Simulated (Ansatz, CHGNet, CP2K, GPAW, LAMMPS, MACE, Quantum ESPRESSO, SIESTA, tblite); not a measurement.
# Aqueous Li+ and I-, 1.5 mol of salt per kg of water at 360 K (110 atoms): atom by atom

36 H2O, 1 Li+, 1 I- placed at random, at 1.14 g/cm³; overlaps pushed apart, then 10 ps at 420 K with Joung-Cheatham ions (J. Phys. Chem. B 112, 9020 (2008)); SPC/E water (Berendsen, Grigera and Straatsma, J. Phys. Chem. 91, 6269 (1987)). Snapshot after 20 ps at 360 K and fixed volume.

Geometry: the geometry as built. Computed with CP2K 2026.2: Kohn-Sham DFT, PBE, GTH-PBE pseudopotentials, Gaussian and plane waves, DZVP-MOLOPT-SR-GTH, diagonalisation; 600/70 Ry; levels smeared at 580 K; Γ point; density 1.14 g/cm³.

Cell vectors (Å):

```
10.442 0.000 0.000
0.000 10.442 0.000
0.000 0.000 10.442
```

Positions in Å, forces in eV/Å, q the Mulliken charge in e:

```csv
atom,x,y,z,q,fx,fy,fz
O1,4.429,0.328,0.520,-0.31,-0.060,-0.283,0.268
H2,4.018,0.346,1.432,0.15,0.136,0.194,-0.439
H3,4.751,1.245,0.282,0.12,-0.344,-0.659,0.184
O4,1.914,0.552,5.846,-0.35,-0.380,-0.461,-0.141
H5,2.652,0.253,6.452,0.13,-0.147,0.497,-0.172
H6,1.675,1.500,6.055,0.14,0.458,-0.440,-0.037
O7,5.085,1.650,5.281,-0.33,-0.224,0.817,0.368
H8,5.489,0.735,5.276,0.16,-0.534,0.251,0.264
H9,4.401,1.709,6.008,0.17,1.123,-0.747,-0.583
O10,7.566,7.558,6.061,-0.30,-0.224,-0.497,-0.434
H11,7.509,6.918,6.828,0.15,-0.122,0.556,-0.908
H12,7.323,7.086,5.214,0.17,0.377,0.152,1.244
O13,7.383,6.644,8.932,-0.32,-0.036,0.116,-0.110
H14,7.329,7.583,9.270,0.17,0.203,-0.999,-0.229
H15,8.341,6.363,8.880,0.14,0.015,1.066,-0.062
O16,1.446,0.597,9.543,-0.30,-0.527,-0.511,-0.192
H17,2.084,10.276,9.648,0.17,-0.479,0.168,-0.073
H18,0.603,0.269,9.116,0.15,1.047,0.303,0.450
O19,7.424,3.982,9.890,-0.29,0.098,0.295,-0.726
H20,7.829,3.320,9.260,0.13,-0.157,0.648,0.188
H21,7.516,4.903,9.511,0.14,-0.441,-0.787,0.380
O22,4.910,5.891,7.041,-0.31,0.209,0.400,0.450
H23,5.517,5.123,6.838,0.16,0.087,0.569,0.227
H24,5.387,6.548,7.626,0.16,-0.178,-1.130,-0.749
O25,0.734,1.627,1.639,-0.33,0.045,0.185,0.078
H26,1.433,1.337,2.293,0.16,-0.113,0.138,-0.866
H27,0.922,1.216,0.746,0.16,0.198,-0.098,0.694
O28,9.876,1.145,4.302,-0.31,0.098,-0.270,0.350
H29,9.272,1.325,5.078,0.13,0.979,-0.419,-0.558
H30,0.250,0.662,4.620,0.16,-0.962,0.600,0.135
O31,9.087,9.997,0.975,-0.34,-0.439,-0.007,-0.243
H32,9.566,9.201,1.346,0.15,0.264,0.205,-0.635
H33,8.914,9.858,0.000,0.13,0.502,-0.441,1.151
O34,6.748,3.921,6.031,-0.32,0.276,0.218,0.020
H35,7.565,3.622,6.525,0.13,-1.021,-0.314,-0.360
H36,6.216,3.121,5.753,0.15,0.576,-0.136,0.444
O37,2.138,6.525,0.870,-0.30,1.135,-0.286,0.177
H38,1.529,5.744,0.736,0.17,0.302,-0.318,0.035
H39,2.966,6.225,1.344,0.16,-0.947,0.153,-0.497
O40,8.650,9.173,8.921,-0.29,0.415,-0.237,-0.855
H41,8.917,8.368,8.391,0.16,-0.038,1.165,0.460
H42,8.868,10.001,8.404,0.11,-0.126,-0.642,-0.181
O43,10.155,6.535,8.409,-0.34,-0.573,-0.575,0.266
H44,0.342,5.765,8.515,0.16,-0.056,1.210,-0.293
H45,0.180,7.287,7.944,0.14,0.241,-0.751,0.188
O46,0.423,4.376,0.833,-0.31,-0.450,0.157,-0.411
H47,9.968,4.426,0.393,0.17,1.053,-0.493,0.805
H48,0.618,3.428,1.085,0.16,-0.565,0.239,-0.161
O49,1.230,8.423,7.229,-0.31,0.043,0.609,-0.275
H50,1.887,8.667,7.943,0.17,-0.312,-0.027,-0.445
H51,0.939,9.250,6.748,0.16,0.617,-0.400,0.644
O52,5.156,2.722,0.234,-0.29,0.367,0.634,0.194
H53,5.380,2.554,1.194,0.17,-0.084,1.015,-0.139
H54,5.752,3.439,10.315,0.17,0.326,-0.513,0.289
O55,8.517,4.752,3.579,-0.31,-0.311,0.044,0.413
H56,8.177,4.488,4.482,0.15,0.426,0.223,-0.983
H57,9.513,4.667,3.560,0.15,-0.414,-0.104,0.647
O58,3.180,2.640,8.858,-0.32,-0.563,0.012,0.095
H59,2.391,2.167,9.249,0.15,0.739,0.362,0.047
H60,3.906,2.700,9.543,0.14,-0.797,-0.169,-0.158
O61,5.064,3.181,2.900,-0.30,-0.399,-0.175,0.482
H62,5.346,3.092,3.855,0.16,-0.347,-0.072,-1.164
H63,4.858,4.139,2.701,0.15,0.654,-0.028,0.356
O64,5.855,9.660,9.110,-0.33,0.494,-0.121,-0.271
H65,6.696,10.198,9.065,0.16,-1.194,-0.728,0.124
H66,5.280,10.002,9.854,0.13,0.578,0.270,0.446
O67,3.208,1.017,2.898,-0.31,-0.086,-0.477,0.264
H68,3.377,0.566,3.774,0.18,-0.122,1.068,-0.818
H69,3.724,1.873,2.858,0.16,0.120,-0.352,0.676
O70,2.976,8.590,9.504,-0.30,0.455,0.042,0.191
H71,2.617,8.088,10.291,0.17,0.561,-0.151,-0.698
H72,3.975,8.545,9.508,0.16,-1.310,-0.091,0.269
O73,4.264,7.137,4.677,-0.32,-0.612,-0.089,-0.449
H74,3.355,6.927,4.317,0.14,0.350,0.372,0.819
H75,4.430,6.596,5.501,0.15,-0.049,0.088,-0.184
O76,7.323,0.402,2.978,-0.30,-0.592,-0.319,0.159
H77,6.685,0.115,2.264,0.16,0.742,0.136,1.331
H78,7.015,0.051,3.862,0.14,-0.217,-0.025,-1.583
O79,0.219,7.973,1.860,-0.32,-0.628,0.260,0.768
H80,0.931,7.453,1.390,0.13,-0.120,0.368,0.885
H81,0.443,8.040,2.833,0.15,0.308,-0.243,-1.156
O82,2.192,5.543,8.314,-0.29,0.901,0.030,-0.202
H83,2.579,6.254,7.726,0.16,-0.080,-1.178,0.964
H84,2.930,5.079,8.804,0.17,-0.763,0.699,-0.935
O85,5.183,5.816,2.433,-0.32,-0.692,0.328,-0.476
H86,4.772,6.508,3.027,0.14,1.047,-0.526,-0.075
H87,6.026,6.176,2.035,0.16,-0.465,0.191,0.420
O88,7.511,7.158,1.790,-0.30,0.686,0.238,-0.019
H89,8.239,6.792,2.370,0.17,-0.613,0.537,-0.882
H90,7.868,7.916,1.245,0.15,-0.143,-0.892,1.004
O91,0.711,4.552,4.080,-0.30,0.921,0.499,-0.910
H92,0.993,4.098,4.926,0.15,0.315,-0.030,-0.391
H93,1.375,4.354,3.359,0.17,-0.907,0.034,1.107
O94,1.361,3.199,6.271,-0.29,0.446,-0.107,0.316
H95,1.954,3.340,7.064,0.19,-0.790,0.255,-0.440
H96,0.427,3.021,6.581,0.12,0.584,0.060,0.443
O97,8.221,2.726,1.738,-0.32,-0.378,0.165,-0.519
H98,7.540,2.899,1.027,0.14,1.201,0.208,1.176
H99,8.202,3.470,2.406,0.15,-0.266,-0.101,-0.406
O100,4.008,0.435,7.517,-0.31,-0.772,-0.392,0.095
H101,3.442,1.001,8.115,0.15,0.959,-0.144,-0.094
H102,4.517,10.215,8.067,0.14,0.080,0.754,-0.333
O103,5.811,9.485,4.777,-0.31,-0.166,-0.011,0.620
H104,6.399,8.982,5.410,0.17,-0.790,-0.093,-0.319
H105,4.920,9.035,4.720,0.17,1.163,-0.277,0.268
O106,1.578,7.490,4.296,-0.30,-0.288,-0.196,0.560
H107,1.737,7.879,5.203,0.16,-0.549,-0.656,-0.656
H108,1.031,6.657,4.382,0.17,0.536,0.493,0.304
Li109,9.187,1.087,2.334,0.70,-0.233,0.005,-0.113
I110,9.141,1.869,7.672,-0.56,-0.388,-0.023,0.147
```

The network of contacts between molecules at the start is that of the classical potential that made the cell, and needn't be the one that DFT or experiment would give. The functional has no dispersion term, which matters for the binding between molecules or layers. The density was typed from a rule of thumb and may lie off the real one at this temperature. Only the Γ point is sampled, in a cell whose shortest periodic width is 10 Å.

The r.m.s. force component is 0.539 eV/Å; the longest force, 1.69 eV/Å, acts on H98.

[Logs are printed without paths, hosts, clocks, repeated set-up lines and the standing remarks that a program may print on its own settings, such as how far it seeks lower states.]

[Hosts, paths, dates, database ids (printed as entryN), source tags and the programs' standing remarks are cut or masked in the printed files.]
